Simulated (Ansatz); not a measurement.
# F on Ta(110): change of the work function, part 4 of 4

How does F on the hollow site change the work function of Ta(110) as the layer fills?

Ansatz 0.2.0; plane-wave DFT, PBE, Ansatz PAW.

So far, work function, upper face (eV): step 2 (the clean slab) 4.77; step 3 (37 atoms, coverage 0.111 ML, cell 3x3) 4.66; step 4 (17 atoms, coverage 0.25 ML, cell 2x2) 4.51.

### 5. The covered slab, k-mesh 6×6×1, coverage 0.5 ML (continued)

Step by step:

| step | energy less that of the first step (eV) | largest force component (eV/Å) |
| --- | --- | --- |
| 1 | 0.0000 | 2.0016 |
| 2 | -0.6908 | 0.4601 |
| 3 | -0.7679 | 0.2125 |
| 4 | -0.7847 | 0.1011 |
| 5 | -0.7917 | 0.0332 |
| 6 | -0.7919 | 0.0075 |

Forces are held to the 2 operations that the program found; a distortion that breaks them can't arise in this run.

The atoms that moved most (Å):

| atom | dx | dy | dz | length |
| --- | --- | --- | --- | --- |
| F17 | 0.097 | 0.080 | -0.292 | 0.318 |
| F18 | 0.097 | 0.080 | -0.292 | 0.318 |
| Ta4 | -0.069 | -0.037 | 0.049 | 0.092 |
| Ta12 | -0.069 | -0.037 | 0.049 | 0.092 |
| Ta16 | 0.036 | 0.031 | 0.016 | 0.050 |
| Ta8 | 0.036 | 0.031 | 0.016 | 0.050 |
| Ta11 | -0.009 | 0.003 | -0.022 | 0.024 |
| Ta3 | -0.009 | 0.003 | -0.022 | 0.024 |

The relaxed structure:

```xyz
18
Lattice="4.6810 -3.3100 0.0000 4.6810 3.3100 0.0000 0.0000 0.0000 26.6456" Properties=species:S:1:pos:R:3
Ta    0.0000    0.0000    9.0000
Ta    2.3405    0.0000   11.3405
Ta   -0.0092    0.0035   13.6614
Ta    2.2720   -0.0369   15.9819
Ta    2.3405    1.6550    9.0000
Ta    4.6810    1.6550   11.3405
Ta    2.3314    1.6538   13.7048
Ta    4.7168    1.6856   15.9484
Ta    2.3405   -1.6550    9.0000
Ta    4.6810   -1.6550   11.3405
Ta    2.3313   -1.6515   13.6614
Ta    4.6125   -1.6919   15.9819
Ta    4.6810    0.0000    9.0000
Ta    7.0216    0.0000   11.3405
Ta    4.6719   -0.0012   13.7048
Ta    7.0573    0.0306   15.9484
F     4.0292    0.0798   17.3539
F     6.3697   -1.5752   17.3539
```

The relaxation took 6 steps and lowered the energy by 0.79 eV; the largest force on the free atoms ends at 0.0075 eV/Å.

The covered face has 4.48 eV, -0.29 eV against the clean one; the bare back face has moved by -0.02 eV, a measure of how thin the slab is.

### 6. The covered slab, k-mesh 12×12×1, coverage 1 ML

System of this step: Ta4F (F/Ta(110)). The cell holds 5 atoms: 4 Ta and 1 F. Cell: a = 2.867 Å, b = 2.867 Å, c = 26.646 Å, α = 90.0°, β = 90.0°, γ = 70.5°. Vacuum lies along c.

Another coverage, to see how the dipoles act on each other as their distance changes.

Contents of input.yaml:

```yaml
crystal:
  lattice:
    - [2.3405234457, -1.655, 0.0]
    - [2.3405234457, 1.655, 0.0]
    - [0.0, 0.0, 26.6455904908]
  atoms:
    - { symbol: Ta, position: [0.0, 0.0, 0.3377669563] }
    - { symbol: Ta, position: [0.5, 0.5, 0.4256060098] }
    - { symbol: Ta, position: [0.0, 0.0, 0.5135350673] }
    - { symbol: Ta, position: [0.5, 0.5, 0.597952486] }
    - { symbol: F, position: [0.84, 0.84, 0.6622330437] }
kpoints:
  mp_grid: { grid: [12, 12, 1] }
hamiltonian:
  xc: pbe
scf:
  occupations: { method: fermi_dirac, width: 0.1 }
  convergence: { dr2_threshold: 1.0e-08 }
efield:
  axis: 3
  dipole_correction: true
  ramp_position: 0.97
  ramp_width: 0.06
relax:
  f_tol: 0.02
  max_steps: 60
  constraints: [{ sites: [0, 1] }]
output:
  write_potential: true
  write_density: true
  volumetric_format: npy
```

The run is started by

```
> ansatz run input.yaml --threads 4 --pin off --max-ram 16384MiB --backend cpu --events-out ev --progress --plain --runs-dir out
```

Log:

```text
[...]
Crystal: 5 atoms, lattice volume = 206.427 Å³
Basis set: ecut = 420 eV, 4051 PW (Γ), exchange–correlation on 40×40×360 points (8 copies of the dense FFT grid, shifted against one another)
Bands: 36, of which v1, the nominal top of the filled ones, is band 30 counted from 1 (29 counted from 0)
Symmetry: 2 space group operations
[...]
F+E_penalty+E_count = -40536.91535035 eV   max|allowed force component| = 1.226e-2 eV/Å
  atoms:
    - { symbol: Ta, position: [0.0, 0.0, 0.337767] }
    - { symbol: Ta, position: [0.500000, 0.500000, 0.425606] }
    - { symbol: Ta, position: [-0.00144132, -0.00144132, 0.513294] }
    - { symbol: Ta, position: [0.508022, 0.508022, 0.599864] }
    - { symbol: F, position: [0.856360, 0.856360, 0.653726] }
[key lines of the parts left out:]
SCF converged after 7 iterations
Free energy (F): -40536.915350 eV
Fermi energy:    4.068972 eV
Dipole field:    D = 0.004950 V/Å  (p = 0.005647 e·Å, saw-weighted, corrected)
Work function:   Φ+ = 4.6504 eV   Φ− = 4.7822 eV
```

It took 40 s on 4 threads of Arm Neoverse V1, shared host; peak memory 0.61 GiB.

Step by step:

| step | energy less that of the first step (eV) | largest force component (eV/Å) |
| --- | --- | --- |
| 1 | 0.0000 | 2.8232 |
| 2 | -0.2789 | 2.0174 |
| 3 | -0.3692 | 0.4419 |
| 4 | -0.3846 | 0.1311 |
| 5 | -0.3857 | 0.1007 |
| 6 | -0.3872 | 0.0123 |

Forces are held to the 2 operations that the program found; a distortion that breaks them can't arise in this run.

The atoms that moved most (Å):

| atom | dx | dy | dz | length |
| --- | --- | --- | --- | --- |
| F5 | 0.077 | 0.000 | -0.227 | 0.239 |
| Ta4 | 0.038 | 0.000 | 0.051 | 0.063 |
| Ta3 | -0.007 | 0.000 | -0.006 | 0.009 |

Final coordinates:

```cif
data_structure
_symmetry_space_group_name_H-M 'P 1'
_symmetry_Int_Tables_number 1
_cell_length_a 2.8665
_cell_length_b 2.8665
_cell_length_c 26.6456
_cell_angle_alpha 90.000
_cell_angle_beta 90.000
_cell_angle_gamma 70.529
_cell_volume 206.43
loop_
_atom_site_label
_atom_site_type_symbol
_atom_site_fract_x
_atom_site_fract_y
_atom_site_fract_z
_atom_site_occupancy
Ta1 Ta 0.00000 0.00000 0.33777 1
Ta2 Ta 0.50000 0.50000 0.42561 1
Ta3 Ta 0.99856 0.99856 0.51329 1
Ta4 Ta 0.50802 0.50802 0.59986 1
F5 F 0.85636 0.85636 0.65373 1
```

Running mean over 2.341 Å of the planar mean; the ramp of the sawtooth is left out. The electron's electrostatic potential energy less the Fermi level by z:

| z (Å) | electron's electrostatic potential energy less the Fermi level (eV) |
| --- | --- |
| 3.5 | 4.78 |
| 4.0 | 4.78 |
| 4.5 | 4.78 |
| 5.0 | 4.76 |
| 5.5 | 4.72 |
| 6.0 | 4.59 |
| 6.5 | 4.19 |
| 7.0 | 2.94 |
| 7.5 | -0.261 |
| 8.0 | -5.20 |
| 8.5 | -8.88 |
| 9.0 | -10.1 |
| 9.5 | -10.2 |
| 10.0 | -10.1 |
| 10.5 | -10.0 |
| 11.0 | -9.98 |
| 11.5 | -9.96 |
| 12.0 | -9.95 |
| 12.5 | -9.94 |
| 13.0 | -9.92 |
| 13.5 | -9.91 |
| 14.0 | -10.00 |
| 14.5 | -10.2 |
| 15.0 | -10.5 |
| 15.5 | -10.7 |
| 16.0 | -11.5 |
| 16.5 | -12.0 |
| 17.0 | -8.94 |
| 17.5 | -3.93 |
| 18.0 | -0.453 |
| 18.5 | 2.08 |
| 19.0 | 4.06 |
| 19.5 | 4.58 |
| 20.0 | 4.64 |
| 20.5 | 4.65 |
| 21.0 | 4.65 |
| 21.5 | 4.65 |
| 22.0 | 4.65 |
| 22.5 | 4.65 |
| 23.0 | 4.65 |
| 23.5 | 4.65 |

The relaxation took 6 steps and lowered the energy by 0.39 eV; the largest force on the free atoms ends at 0.012 eV/Å.

The covered face has 4.65 eV, -0.12 eV against the clean one; the bare back face has moved by -0.04 eV, a measure of how thin the slab is.

### 7. Work function against coverage

This step: plane-wave DFT, PBE, Ansatz PAW; work function against coverage (Ansatz 0.2.0).

The runs are now put side by side.

This step gave:

| Quantity | Value |
| --- | --- |
| work function of the clean face | 4.767 eV |
| largest change of the work function | -0.2884 eV |

Work function of the covered face against coverage:

| coverage (adsorbates/nm²) | work function of the covered face (eV) |
| --- | --- |
| 0.00 | 4.77 |
| 1.43 | 4.66 |
| 3.23 | 4.51 |
| 6.45 | 4.48 |
| 12.91 | 4.65 |

The dipole per adsorbate comes from the change of the cell's dipole. Coverage, by row:

| coverage (1/nm²) | coverage (ML) | work function (eV) | change (eV) | dipole per adsorbate, positive end outwards (debye) | mean height of the added atoms over the highest substrate atom (Å) |
| --- | --- | --- | --- | --- | --- |
| 1.434 | 0.1111 | 4.663 | -0.1042 | 0.185 | 1.365 |
| 3.227 | 0.25 | 4.507 | -0.2594 | 0.205 | 1.356 |
| 6.454 | 0.5 | 4.478 | -0.2884 | 0.111 | 1.372 |
| 12.91 | 1 | 4.65 | -0.1165 | 0.017 | 1.435 |

### 8. Results

```yaml
work_function_of_the_clean_face: 4.77 eV
work_function_at_0p11_ml: 4.66 eV
work_function_at_0p25_ml: 4.51 eV
work_function_at_0p5_ml: 4.48 eV
work_function_at_1_ml: 4.65 eV
dipole_per_adsorbate_at_0p11_ml_positive_end_outwards: 0.18 D
```

At the lowest coverage F changes the work function of Ta(110) by under 0.15 eV, within the error of so thin a slab; the largest change, -0.29 eV, comes at higher coverage. The work function passes a minimum near 0.5 ML among the coverages run and rises again. The slab has 4 layers, at the tabulated experimental lattice constant, one starting site was run, and quantum-size effects of a slab this thin can reach one or two tenths of an eV.

[Long decimals in the printed logs are rounded to 6 places.]

[Logs are printed without paths, hosts, clocks, repeated set-up lines and the standing remarks that a program may print on its own settings, such as how far it seeks lower states.]

[Hosts, paths, dates, database ids (printed as entryN), source tags and the programs' standing remarks are cut or masked in the printed files.]

[Maps of the electrostatic potential energy from Ansatz leave out the sawtooth potential of an applied field or a dipole correction, so their vacuum need not be flat; planar profiles and work functions include it.]
